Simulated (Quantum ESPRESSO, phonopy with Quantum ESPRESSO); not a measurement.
# SiC (F-43m): phonons against volume, part 6 of 9

Aim: how the vibrations of SiC shift with volume, and the expansion that follows.

Quantum ESPRESSO 7.5; DFT LDA, scalar-relativistic, plane waves, GBRV ultrasoft pseudopotentials.

So far. Step 5 (Zone-centre response): The Born charges sum to zero within 0.0054 e; the rest is removed before use. Acoustic frequencies in this log differ from zero by the error of the sum rule, which ph.x does not impose. Step 6 (Forces on a displaced cell): At this level the gap is 1.44 eV on the k-mesh of the self-consistent run, which can miss the band edges.

## (8) Phonons, V/V0 1

This step: DFT LDA, scalar-relativistic, plane waves, GBRV ultrasoft pseudopotentials (phonopy with Quantum ESPRESSO 4.10.0 / 7.5).

Run time: 7 min. Hardware: 8 threads of Arm Neoverse V1, shared host.

This step gave:

```yaml
point_group: -43m
highest_frequency: 974.2 cm⁻¹
debye_temperature_from_the_second_moment: 1190 K
lowest_frequency_on_the_path: 0 cm⁻¹
zero_point_energy: 0.2222 eV/cell
gamma_frequencies: 0, 0, 0, 798.9, 798.9, 798.9 cm⁻¹ (negative: imaginary)
```

Phonopy, LO-TO term from ph.x's tensors. Phonon branches along the path, in cm⁻¹:

```
    point  branch 1  branch 2  branch 3  branch 4  branch 5  branch 6
        Γ         0         0         0       799       799       974
  halfway       269       269       402       782       782       923
        X       371       371       625       772       772       853
  halfway       367       396       609       770       772       854
        U       353       446       568       765       766       860
jump to K       353       446       568       765       766       860
  halfway       215       315       428       779       795       899
        Γ         0         0         0       799       799       974
  halfway       189       189       408       786       786       923
        L       268       268       610       772       772       849
  halfway       322       392       568       769       770       856
        W       398       440       552       756       778       856
  halfway       384       399       594       765       775       854
        X       371       371       625       772       772       853
```

The phonon branches as a text plot (rows in cm⁻¹):

```
    954 |*****                     *********
    913 |     ****              ***         ***
    873 |         **************               **    ************
    832 |                                        ****
    792 |***************    **************************  *********
    751 |              *********                    ************
    710 |
    670 |
    629 |            **                          *             **
    589 |          **  ***                      * ****       **
    548 |         *       **                   *      *******
    507 |                   **               **
    467 |       **         *  **
    426 |               *** **  *           *          ******
    386 |     **     ***      **                      * *********
    345 |         ***   ****     **                  * *
    304 |    *  **          **  *          *        ***
    264 |     **              ** ****          ******
    223 |  ***                  *        **  **
    183 |                        ****       *
    142 |  **                        *     *
    101 | *                        ***  ***
     61 | *                          *  *
     20 |*                            **
         Γ           X  U|K            Γ         L        W     X
```

Harmonic. Thermo, by row:

```
T (K)  F_vib (meV/atom)  S (J/mol-atom/K)  C_V (J/mol-atom/K)
    0             111.1                 0                   0
   50             111.1             0.083               0.285
  100             110.9             0.791               2.276
  150             110.2             2.255               5.194
  200             108.5             4.164               8.211
  250             105.8             6.303               11.01
  300               102             8.531               13.42
  350             96.96             10.75                15.4
  400             90.83             12.92               16.99
  450             83.59                15               18.26
  500              75.3             16.97               19.27
  550             66.01             18.85               20.09
  600             55.78             20.63               20.75
  650             44.65             22.31               21.29
  700             32.67              23.9               21.73
  750             19.89             25.42               22.11
  800              6.35             26.85               22.42
  850             -7.93             28.22               22.69
  900            -22.89             29.52               22.91
  950            -38.52             30.77               23.11
 1000            -54.77             31.96               23.28
```

The modes has structure finer than the step of the table below, so its rows give means over 25 cm⁻¹, whole bins alone (the curve runs from -10 to 1011 cm⁻¹). Peaks (cm⁻¹: height): C 773.7: 0.0573, 857.2: 0.0272; Si 356.1: 0.0102, 555.3: 0.0118, 773.7: 0.0132, 863.6: 0.0023.

Phonopy on the run's constants, 21x21x21 mesh, Gaussian sigma 7.3 cm⁻¹. Table of modes by wavenumber; means over each step; values in 1/cm⁻¹/cell:

| wavenumber (cm⁻¹) | C | Si |
| --- | --- | --- |
| 25 | 7.7e-6 | 1.9e-5 |
| 50 | 3.6e-5 | 8.7e-5 |
| 75 | 9.7e-5 | 2.3e-4 |
| 100 | 1.3e-4 | 3.2e-4 |
| 125 | 2.6e-4 | 6.3e-4 |
| 150 | 3.7e-4 | 9.1e-4 |
| 175 | 5.0e-4 | 0.00127 |
| 200 | 7.3e-4 | 0.00191 |
| 225 | 9.8e-4 | 0.00264 |
| 250 | 0.00145 | 0.00417 |
| 275 | 0.00206 | 0.00640 |
| 300 | 0.00219 | 0.00740 |
| 325 | 0.00223 | 0.00841 |
| 350 | 0.00219 | 0.00971 |
| 375 | 0.00172 | 0.00898 |
| 400 | 0.00115 | 0.00614 |
| 425 | 0.00104 | 0.00588 |
| 450 | 8.0e-4 | 0.00445 |
| 475 | 4.9e-4 | 0.00196 |
| 500 | 5.6e-4 | 0.00256 |
| 525 | 6.8e-4 | 0.00488 |
| 550 | 7.0e-4 | 0.0104 |
| 575 | 3.3e-4 | 0.00669 |
| 600 | 8.0e-5 | 0.00275 |
| 625 | 5.8e-6 | 4.3e-4 |
| 650 | 0 | 3.4e-6 |
| 675 | 0 | 0 |
| 700 | 0 | 0 |
| 725 | 1.1e-5 | 4.8e-7 |
| 750 | 0.00806 | 0.00134 |
| 775 | 0.0454 | 0.0108 |
| 800 | 0.0108 | 0.00356 |
| 825 | 1.7e-4 | 2.1e-5 |
| 850 | 0.0148 | 0.00112 |
| 875 | 0.0124 | 0.00153 |
| 900 | 0.00378 | 9.9e-4 |
| 925 | 0.00225 | 7.8e-4 |
| 950 | 0.00128 | 5.1e-4 |
| 975 | 3.1e-4 | 1.3e-4 |

No LO-TO term. The modes at Γ (shares of kinetic energy by element, %):

```csv
mode,frequency (cm⁻¹),symmetry,Si %,C %
1,0.0,T2,70,30
2,0.0,T2,70,30
3,0.0,T2,70,30
4,798.9,T2,30,70
5,798.9,T2,30,70
6,798.9,T2,30,70
```

Displacements in mode 6 (798.9 cm⁻¹), the largest set to 1:
```
Si1  0.00 -0.43  0.29
C2   0.00  1.00 -0.68
```

No mode is imaginary beyond numerical noise along the path.

The time given is that of the 2 pw.x runs on displaced cells behind this step.

The supercell is 7.5 Å across at its narrowest and was not tested against a larger one: only its own wavevectors are exact, and acoustic branches between them, with the entropy at low temperature, can be off.

## (9) Ground state at this cell, V/V0 1.015

A tight ground state at this cell gives the energy of this member; its pressure is the stress at this cutoff, which can carry an offset from the finite basis.

This step: DFT LDA, scalar-relativistic, plane waves, GBRV ultrasoft pseudopotentials (Quantum ESPRESSO 7.5).

System of this step: SiC. It takes space group F-43m (No. 216, cubic). Conventional cell: a = 4.350 Å, b = 4.350 Å, c = 4.350 Å, α = 90.00°, β = 90.00°, γ = 90.00°. Nearest to Si lie 4 C at 1.88 Å. Nearest to C lie 4 Si at 1.88 Å. Farther neighbours are not listed.

Contents of scf.in:

```
&control
   calculation = 'scf'
   prefix = 'x'
   outdir = './tmp'
   pseudo_dir = './pseudo'
   tprnfor = .true.
   tstress = .true.
/
&system
   ibrav = 0
   nat = 2
   ntyp = 2
   ecutwfc = 34.0
   ecutrho = 204.0
   occupations = 'fixed'
   nbnd = 6
/
&electrons
   conv_thr = 1.0d-12
   mixing_beta = 0.7
   electron_maxstep = 100
/
ATOMIC_SPECIES
 Si     28.0850  Si.upf
 C      12.0110  C.upf
CELL_PARAMETERS angstrom
     0.000000000    2.174994417    2.174994417
     2.174994417    0.000000000    2.174994417
     2.174994417    2.174994417    0.000000000
ATOMIC_POSITIONS crystal
 Si     0.000000000   0.000000000   0.000000000
 C      0.250000000   0.250000000   0.250000000
K_POINTS automatic
 12 12 12 0 0 0
```

Started as:

```bash
$ OMP_NUM_THREADS=1 mpirun -n 8 pw.x -nk 8 -in scf.in > scf.out
```

Output:

```text
[banner, memory and clock lines left out]
Program PWSCF v.7.5

     Message from routine setup:
     using ibrav=0 with symmetry is DISCOURAGED, use correct ibrav instead

     G-vector sticks info

     bravais-lattice index     =            0
     lattice parameter (alat)  =       5.8126  a.u.
     unit-cell volume          =     138.8676 (a.u.)^3
     number of atoms/cell      =            2
     number of atomic types    =            2
     number of electrons       =         8.00
[...]
atom    2 type  2   force =    -0.00000000    0.00000000   -0.00000000

     Total force =     0.000000     Total SCF correction =     0.000000

     Computing stress (Cartesian axis) and pressure

          total   stress  (Ry/bohr**3)                   (kbar)     P=      -32.98
[...]
-0.00000000  -0.00022417  -0.00000000           -0.00      -32.98       -0.00
  -0.00000000  -0.00000000  -0.00022417           -0.00       -0.00      -32.98

     XML data file, charge density, pseudopotentials, collected wavefunctions
[key lines of the parts left out:]
!    total energy              =     -21.19965951 Ry
convergence has been achieved in  12 iterations
```

Wall time 1.8 s (8 MPI ranks); 13 s of CPU time.

At this level the gap is 1.31 eV on the k-mesh of the self-consistent run, which can miss the band edges.

## (10) Born charges and dielectric tensor

In a polar crystal the Born charges and ε∞ give the long-range dipole term that a finite supercell misses. They are those of this k-mesh and were not tested on a denser one; where the gap is small they converge slowly, and the LO modes with them.

Contents of ph.in:

```
phonons
&inputph
   prefix = 'x'
   outdir = './tmp'
   fildyn = 'x.dyn'
   tr2_ph = 1.0d-18
   epsil = .true.
/
0.000000000 0.000000000 0.000000000
```

scf.in is that of step 9.

Started as:

```bash
$ OMP_NUM_THREADS=1 mpirun -n 8 ph.x -nk 8 -in ph.in > ph.out
```

Output:

```text
[banner, memory and clock lines left out]
Program PHONON v.7.5

     ./tmp/x.save/

     IMPORTANT: XC functional enforced from input :
     Exchange-correlation= PZ
                           (   1   1   0   0   0   0   0)
     Any further DFT definition will be discarded
     Please, verify this is what you really want

     G-vector sticks info

     Reading collected, re-writing distributed wavefunctions in ./tmp/

     Number and degeneracy of irreps per q-point
       N         xq(1)         xq(2)         xq(3)   N irreps
[...]
freq (    1) =      -0.239960 [THz] =      -8.004206 [cm-1]
     freq (    2) =      -0.239960 [THz] =      -8.004206 [cm-1]
     freq (    3) =      -0.239960 [THz] =      -8.004206 [cm-1]
     freq (    4) =      23.542589 [THz] =     785.296231 [cm-1]
     freq (    5) =      23.542589 [THz] =     785.296231 [cm-1]
     freq (    6) =      23.542589 [THz] =     785.296231 [cm-1]
 **************************************************************************

     Mode symmetry, T_d (-43m)  point group:

     freq (   1-   3) =         -8.0  [cm-1]   --> T_2  G_15 P_4   I+R
     freq (   4-   6) =        785.3  [cm-1]   --> T_2  G_15 P_4   I+R
```

The job ended after 12 s (8 MPI ranks).

The Born charges sum to zero within 0.0053 e; the rest is removed before use. Acoustic frequencies in this log differ from zero by the error of the sum rule, which ph.x does not impose.

## (11) A displaced supercell

One atom (for the harmonic constants) or a pair of atoms (for the cubic ones) is moved by a few hundredths of an ångström; the forces on all atoms give a column of force constants. The threshold is tight because the forces are small.

System of this step: SiC. The cell holds 54 atoms: 27 Si and 27 C. Its edges and angles: a = 9.228 Å, b = 9.228 Å, c = 9.228 Å, α = 60.0°, β = 60.0°, γ = 60.0°. It derives from SiC, repeated 3×3×3.

Contents of disp-00001.in:

```
&control
   calculation = 'scf'
   prefix = 'x'
   outdir = './tmp'
   pseudo_dir = './pseudo'
   tprnfor = .true.
   disk_io = 'none'
/
&system
   ibrav = 0
   nat = 54
   ntyp = 2
   ecutwfc = 34.0
   ecutrho = 204.0
   occupations = 'fixed'
   nbnd = 110
/
&electrons
   conv_thr = 1.0d-11
   mixing_beta = 0.7
   electron_maxstep = 100
/
ATOMIC_SPECIES
 Si     28.0850  Si.upf
 C      12.0110  C.upf
CELL_PARAMETERS angstrom
     0.000000000    6.524983252    6.524983252
     6.524983252    0.000000000    6.524983252
     6.524983252    6.524983252    0.000000000
ATOMIC_POSITIONS crystal
 Si     0.002167383   0.000000000   0.000000000
 Si     0.333333333   0.000000000   0.000000000
 Si     0.666666667   0.000000000   0.000000000
 Si     0.000000000   0.333333333   0.000000000
 Si     0.333333333   0.333333333   0.000000000
 Si     0.666666667   0.333333333   0.000000000
 Si     0.000000000   0.666666667   0.000000000
 Si     0.333333333   0.666666667   0.000000000
 Si     0.666666667   0.666666667   0.000000000
 Si     0.000000000   0.000000000   0.333333333
 Si     0.333333333   0.000000000   0.333333333
 Si     0.666666667   0.000000000   0.333333333
 Si     0.000000000   0.333333333   0.333333333
 Si     0.333333333   0.333333333   0.333333333
 Si     0.666666667   0.333333333   0.333333333
 Si     0.000000000   0.666666667   0.333333333
 Si     0.333333333   0.666666667   0.333333333
 Si     0.666666667   0.666666667   0.333333333
 Si     0.000000000   0.000000000   0.666666667
 Si     0.333333333   0.000000000   0.666666667
 Si     0.666666667   0.000000000   0.666666667
 Si     0.000000000   0.333333333   0.666666667
 Si     0.333333333   0.333333333   0.666666667
 Si     0.666666667   0.333333333   0.666666667
 Si     0.000000000   0.666666667   0.666666667
 Si     0.333333333   0.666666667   0.666666667
 Si     0.666666667   0.666666667   0.666666667
 C      0.083333333   0.083333333   0.083333333
 C      0.416666667   0.083333333   0.083333333
 C      0.750000000   0.083333333   0.083333333
 C      0.083333333   0.416666667   0.083333333
 C      0.416666667   0.416666667   0.083333333
 C      0.750000000   0.416666667   0.083333333
 C      0.083333333   0.750000000   0.083333333
 C      0.416666667   0.750000000   0.083333333
 C      0.750000000   0.750000000   0.083333333
 C      0.083333333   0.083333333   0.416666667
 C      0.416666667   0.083333333   0.416666667
 C      0.750000000   0.083333333   0.416666667
 C      0.083333333   0.416666667   0.416666667
 C      0.416666667   0.416666667   0.416666667
 C      0.750000000   0.416666667   0.416666667
 C      0.083333333   0.750000000   0.416666667
 C      0.416666667   0.750000000   0.416666667
 C      0.750000000   0.750000000   0.416666667
 C      0.083333333   0.083333333   0.750000000
 C      0.416666667   0.083333333   0.750000000
 C      0.750000000   0.083333333   0.750000000
 C      0.083333333   0.416666667   0.750000000
 C      0.416666667   0.416666667   0.750000000
 C      0.750000000   0.416666667   0.750000000
 C      0.083333333   0.750000000   0.750000000
 C      0.416666667   0.750000000   0.750000000
 C      0.750000000   0.750000000   0.750000000
K_POINTS automatic
 3 3 3 0 0 0
```

Started as:

```bash
$ OMP_NUM_THREADS=1 mpirun -n 4 pw.x -nk 4 -in disp-00001.in > disp-00001.out
```

Output:

```text
[banner, memory and clock lines left out]
Program PWSCF v.7.5

     Message from routine setup:
     using ibrav=0 with symmetry is DISCOURAGED, use correct ibrav instead

     G-vector sticks info

     bravais-lattice index     =            0
     lattice parameter (alat)  =      17.4379  a.u.
     unit-cell volume          =    3749.4261 (a.u.)^3
     number of atoms/cell      =           54
     number of atomic types    =            2
     number of electrons       =       216.00
[...]
atom    1 type  1   force =    -0.00046635   -0.01392191   -0.01392191
     atom    2 type  1   force =    -0.00026663    0.00148021    0.00148021
     atom    3 type  1   force =     0.00027335    0.00145163    0.00145163
[...]
atom   53 type  2   force =     0.00014467    0.00000864    0.00000864
     atom   54 type  2   force =     0.00000044   -0.00003308   -0.00003308

     Total force =     0.022506     Total SCF correction =     0.000004
     Message from routine punch:
     Nothing written, as per user request (disk_io='none')
[key lines of the parts left out:]
!    total energy              =    -572.38961449 Ry
convergence has been achieved in  15 iterations
```

Elapsed: 7.3 min, on 4 MPI ranks; 29 min of CPU time.

## (12) Phonons, V/V0 1.015

This step: DFT LDA, scalar-relativistic, plane waves, GBRV ultrasoft pseudopotentials (phonopy with Quantum ESPRESSO 4.10.0 / 7.5).

It took 7.6 min on 8 threads; 59 min of CPU time.

Phonopy, LO-TO term from ph.x's tensors. Phonon branches along the path, in cm⁻¹:

```
    point  branch 1  branch 2  branch 3  branch 4  branch 5  branch 6
        Γ         0         0         0       786       786       959
  halfway       268       268       396       767       767       908
        X       369       369       617       756       756       838
  halfway       366       393       601       753       756       840
        U       352       443       561       749       751       844
jump to K       352       443       561       749       751       844
  halfway       216       312       422       764       780       884
        Γ         0         0         0       786       786       959
  halfway       189       189       402       772       772       909
        L       268       268       602       758       758       834
  halfway       322       389       560       753       756       841
        W       395       438       544       742       761       840
  halfway       382       397       587       749       759       839
        X       369       369       617       756       756       838
```

The phonon branches as a text plot (rows in cm⁻¹):

```
    939 |*****                     *********
    899 |     ****              ***         ***
    859 |         ***  *********               **     ********
    819 |            **                          *****        ***
    779 |*********          ********************         ****
    739 |         **************                *****************
    699 |
    659 |
    619 |            ***                         *            ***
    579 |          **   ***                     * *****      *
    539 |         *        *                   *       ******
    499 |       **          **               **
    459 |                 **  **                        **
    419 |               **  **  *           *          *  ***
    380 |     **   ******     **                      * *********
    340 |         *      ***     **                  ***
    300 |    *  **          **  *          *        **
    260 |     **              ** ****          *****
    220 |  ***                  *        **  **
    180 |                        ****       *
    140 |  **                        *     *
    100 | *                        ***  ***
     60 | *                          *  *
     20 |*                            **
         Γ           X  U|K            Γ         L        W     X
```

No mode is imaginary beyond numerical noise along the path. The highest zone-centre mode (no LO–TO term) moved by -1.7 % for a volume change of +1.5 %.

The time given is that of the 2 pw.x runs on displaced cells behind this step.

## (13) Self-consistent run, V/V0 0.985

A tight ground state at this cell gives the energy of this member; its pressure is the stress at this cutoff, which can carry an offset from the finite basis.

This step: DFT LDA, scalar-relativistic, plane waves, GBRV ultrasoft pseudopotentials (Quantum ESPRESSO 7.5).

System of this step: SiC. It takes space group F-43m (No. 216, cubic). The conventional cell has a = 4.307 Å, b = 4.307 Å, c = 4.307 Å, α = 90.00°, β = 90.00°, γ = 90.00°. Nearest to Si lie 4 C at 1.86 Å. Nearest to C lie 4 Si at 1.86 Å. Farther neighbours are not listed.

Edit scf.in of step 10 so:

```diff
@@ -26,5 +26,5 @@
 CELL_PARAMETERS angstrom
-     0.000000000    2.174994417    2.174994417
-     2.174994417    0.000000000    2.174994417
-     2.174994417    2.174994417    0.000000000
+     0.000000000    2.153351246    2.153351246
+     2.153351246    0.000000000    2.153351246
+     2.153351246    2.153351246    0.000000000
 ATOMIC_POSITIONS crystal
```

Started as:

```bash
$ OMP_NUM_THREADS=1 mpirun -n 8 pw.x -nk 8 -in scf.in > scf.out
```

Output:

```text
[banner, memory and clock lines left out]
Program PWSCF v.7.5

     Message from routine setup:
     using ibrav=0 with symmetry is DISCOURAGED, use correct ibrav instead

     G-vector sticks info

     bravais-lattice index     =            0
     lattice parameter (alat)  =       5.7548  a.u.
     unit-cell volume          =     134.7632 (a.u.)^3
     number of atoms/cell      =            2
     number of atomic types    =            2
     number of electrons       =         8.00
[...]
atom    2 type  2   force =    -0.00000000   -0.00000000   -0.00000000

     Total force =     0.000000     Total SCF correction =     0.000000

     Computing stress (Cartesian axis) and pressure

          total   stress  (Ry/bohr**3)                   (kbar)     P=       35.85
[...]
0.00000000   0.00024371   0.00000000            0.00       35.85        0.00
   0.00000000   0.00000000   0.00024371            0.00        0.00       35.85

     XML data file, charge density, pseudopotentials, collected wavefunctions
[key lines of the parts left out:]
!    total energy              =     -21.19960085 Ry
convergence has been achieved in  12 iterations
```

Run time: 1.7 s. Hardware: 8 MPI ranks.

The run ends at a pressure of 3.58 GPa.

(Continued in part 7 of 9.)

[Logs are printed without paths, hosts, clocks, repeated set-up lines and the standing remarks that a program may print on its own settings, such as how far it seeks lower states.]

[Hosts, paths, dates, database ids (printed as entryN), source tags and the programs' standing remarks are cut or masked in the printed files.]

[A step with changed settings may run another functional than the one named; its input shows which.]

[Of the runs on displaced cells, only some may be shown.]
